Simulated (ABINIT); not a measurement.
Planning a run of ABINIT 10.8.3 on SiC (P6_3mc). The input:

```
acell 3*1.0 Angstrom
rprim 
  3.073513928196 0.000000000001 0.000000000000
  -1.536756964099 2.661741140703 0.000000000000
  0.000000000000 0.000000000000 5.045247710000
ntypat 2
znucl 14 6
natom 4
typat 1 1 2 2
xred 
  0.333333333333 0.666666666667 0.499602400000
  0.666666666667 0.333333333333 0.999602400000
  0.333333333333 0.666666666667 0.875397600000
  0.666666666667 0.333333333333 0.375397600000
pp_dirpath "pseudos"
pseudos "Si.upf, C.upf"
ecut 37
ngkpt 3 3 4
nshiftk 1
shiftk 0 0 0
kptopt 1
chksymbreak 0
istwfk *1
occopt 1
irdwfk 1
optdriver 4
nband 75
gwcalctyp 28
ecutsigx 37
symsigma 0
nkptgw 9
kptgw 
  0.0000000000 0.0000000000 0.0000000000
  0.3333333333 0.0000000000 0.0000000000
  0.3333333333 0.3333333333 0.0000000000
  0.0000000000 0.0000000000 0.2500000000
  0.3333333333 0.0000000000 0.2500000000
  0.3333333333 0.3333333333 0.2500000000
  0.0000000000 0.0000000000 0.5000000000
  0.3333333333 0.0000000000 0.5000000000
  0.3333333333 0.3333333333 0.5000000000
bdgw 
  1 22
  1 22
  1 22
  1 22
  1 22
  1 22
  1 22
  1 22
  1 22
ecuteps 5
irdscr 1
ppmodel 1
irdqps 1
rhoqpmix 0.3
indata_prefix "in"
outdata_prefix "out"
tmpdata_prefix "tmp"
```

```sh
OMP_NUM_THREADS=1 mpirun -n 4 abinit run.abi > log
```

Estimate wall time and host memory on 4 MPI ranks of Arm Neoverse V1, shared host.

It took 67 s; on shared hardware allow 33 s to 2.2 min. Peak host memory was 1.0 GiB.

[Paths, hosts, dates, memory and timing lines, banners, echoed tables and standing remarks are left out of the program output.]

[Logs are printed without paths, hosts, clocks, repeated set-up lines and the standing remarks that a program may print on its own settings, such as how far it seeks lower states.]

[Runs of the session that timed out or met a known fault of the program may be left out.]

[Hosts, paths, dates, database ids (printed as entryN), source tags and the programs' standing remarks are cut or masked in the printed files.]

[G0W0 gaps are taken among the corrected bands and points alone; a level outside them can change the order at an edge.]

[Where Ansatz stands beside ABINIT at settings called matched, ABINIT's density can come from a denser mesh and the files from another edition; pairs whose starting gaps differed by over 0.03 eV were left out, so agreement reads better than it is.]
